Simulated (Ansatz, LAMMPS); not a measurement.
# Static equation of state of amorphous polyethylene with carbon dioxide (capped chains of 6 units), from a frame at 480 K, (106 atoms)

Density of this cell: 1.00 g/cm³. The cell holds 106 atoms: 34 C, 60 H and 12 O. Cell: a = 9.990 Å, b = 10.555 Å, c = 10.563 Å, α = 86.2°, β = 85.4°, γ = 98.1°. The starting structure: 2 polyethylene chains of 6 units with methyl end groups, 6 carbon dioxide placed at random, at 0.819 g/cm³; overlaps pushed apart, then 20 ps at 800 K with MMFF94 bonds, angles, torsions, charges and radii (Halgren, J. Comput. Chem. 17, 490 (1996)) in harmonic and 12-6 forms. Snapshot after 30 ps at 480 K and fixed volume.

Calculated with Ansatz 0.2.0: Kohn-Sham DFT, PBE+D3(BJ), PAW (set soft_2), plane waves; cutoff 420 eV, Γ point, fixed occupations. Cell and atoms were relaxed first, to V0 = 10.338 Å³ an atom at a residual P0 = -0.016 GPa. The cell was then scaled evenly, and the atoms were relaxed at each volume.

| volume (Å³/atom) | pressure (GPa) |
| --- | --- |
| 9.3046 | 0.5631 |
| 9.7181 | ? |
| 10.028 | 0.1478 |
| 10.649 | -0.1153 |
| 10.959 | -0.1980 |

**Question.** Fit the third-order Birch–Murnaghan equation to the rows given and interpolate to the withheld row.

Worked fit:

Take the Eulerian strain f = ½[(V0/V)^(2/3) − 1] and the normalised pressure F = (P − P0) / [3f(1 + 2f)^(5/2)]. The third-order Birch–Murnaghan equation is then the line F = B0 + (3/2)B0(B′ − 4) f, so u = f and v = F.

```
      u = f  v = F (GPa)
  0.0363830      4.44757
  0.0102568      5.04729
-0.00975668      3.57849
 -0.0190503      3.51845
```

With n = 4: mean u = 0.00445820, mean v = 4.14795, Σ(u − ū)² = 0.0018075, Σ(u − ū)(v − v̄) = 0.037674. Slope b = 0.037674 / 0.0018075 = 20.843; intercept a = v̄ − b ū = 4.0550.

So B0 = a = 4.06 GPa and B′ = 4 + 2b/(3a) = 7.43. At the withheld volume f = 0.02106, F = a + b f = 4.494 GPa, and P = P0 + 3f(1 + 2f)^(5/2) F.

Prediction at 9.7181: 0.2991 GPa. The run gave 0.3155 GPa, so the fit is low by 0.016 GPa (5.2 % of the value).

The series isn't one smooth equation of state: even a line fitted to all rows, the withheld one included, misses F by up to 14.4 % and an atom moves over 0.5 Å in some relaxation. B0 and B′ are then only the numbers of this fit, not moduli of the material. Among the rows given, the largest miss of the fit is at 9.3046, by 0.048 GPa (6.3 % of the range of the table).

Limits: Static cells at zero temperature; the cell shape is held. The program notes that the SCF threshold of these relaxations is loose for the stress. The network of contacts between molecules at the start is that of the classical potential that made the cell, and needn't be the one that DFT or experiment would give. Only the Γ point is sampled, in a cell whose shortest periodic width is 10 Å.

[Logs are printed without paths, hosts, clocks, repeated set-up lines and the standing remarks that a program may print on its own settings, such as how far it seeks lower states.]

[Hosts, paths, dates, database ids (printed as entryN), source tags and the programs' standing remarks are cut or masked in the printed files.]

[The MMFF94 radii named for the starting cell were scaled by 0.96; in molecules described by MMFF94, hydrogen bound to N, O or S took a small fixed 12-6 site in their place.]
